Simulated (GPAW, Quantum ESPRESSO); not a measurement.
The O K edge of atom 2 in MnH2O2 (Pyrochroite, P-3m1), with 1 H at 0.99 Å and 3 Mn at 2.13 Å (distorted tetrahedral, site symmetry 3m), was computed in 2 ways: excited-electron core hole (neutral cell) and no core hole. Program and functional: GPAW, LDA, Gaussian full width 0.9 eV up to 4 eV, rising linearly to 3.5 eV at 25 eV; cells of 5 and 15 atoms (the run without a hole in the smaller).

Each run is counted from its own lowest empty level or Fermi level and scaled to a mean of 1 over its first 20 eV.

| E (eV) | run 1 | run 2 |
| --- | --- | --- |
| -2.0 | 0.00 | 0.00 |
| -1.0 | 0.00 | 0.00 |
| 0.0 | 0.07 | 0.55 |
| 1.0 | 0.57 | 1.14 |
| 2.0 | 0.63 | 1.74 |
| 3.0 | 1.29 | 1.93 |
| 4.0 | 1.28 | 1.47 |
| 5.0 | 1.43 | 1.83 |
| 6.0 | 1.85 | 1.10 |
| 7.0 | 1.56 | 1.23 |
| 8.0 | 1.57 | 1.05 |
| 9.0 | 1.40 | 0.88 |
| 10.0 | 1.32 | 0.86 |
| 11.0 | 1.24 | 0.72 |
| 12.0 | 0.95 | 0.69 |
| 13.0 | 0.81 | 0.64 |
| 14.0 | 0.76 | 0.53 |
| 15.0 | 0.61 | 0.45 |
| 16.0 | 0.48 | 0.53 |
| 17.0 | 0.49 | 0.66 |
| 18.0 | 0.58 | 0.77 |
| 19.0 | 0.69 | 0.87 |
| 20.0 | 0.82 | 0.94 |
| 21.0 | 0.94 | 0.96 |
| 22.0 | 1.00 | 0.93 |
| 23.0 | 0.96 | 0.86 |
| 24.0 | 0.88 | 0.79 |
| 25.0 | 0.81 | 0.74 |
| 26.0 | 0.77 | 0.73 |
| 27.0 | 0.78 | 0.73 |
| 28.0 | 0.79 | 0.70 |
| 29.0 | 0.75 | 0.64 |
| 30.0 | 0.67 | 0.59 |
| 31.0 | 0.60 | 0.60 |
| 32.0 | 0.59 | 0.66 |

Q: Which run is which?

Run 1: no core hole (area from −2 to 6 eV 6.2, main maxima 1.3 eV (0.65), 3.0 eV (1.29), 6.1 eV (1.85), 7.7 eV (1.58) and 22.1 eV (1.00)). Run 2: excited-electron core hole (neutral cell) (area from −2 to 6 eV 9.2, main maxima 0.7 eV (1.21), 2.5 eV (2.29), 4.7 eV (1.92) and 7.2 eV (1.25)). With each curve scaled to its own mean, the area from −2 to 6 eV with the hole is 9.2 against 6.2, and the centre of weight from −1 to 20 eV moves by -0.9 eV: the hole pulls the absorber's empty states down.

[Hosts, paths, dates, database ids (printed as entryN), source tags and the programs' standing remarks are cut or masked in the printed files.]

[Lists of maxima count a maximum above −3 eV only where it reaches 4 % of the highest in the window and stands out from its surroundings by 2 % of it (1.5 % where it reaches 55 %); shoulders and weaker maxima are passed over, and of the rest the first, up to two pre-edge ones and the few strongest are named.]
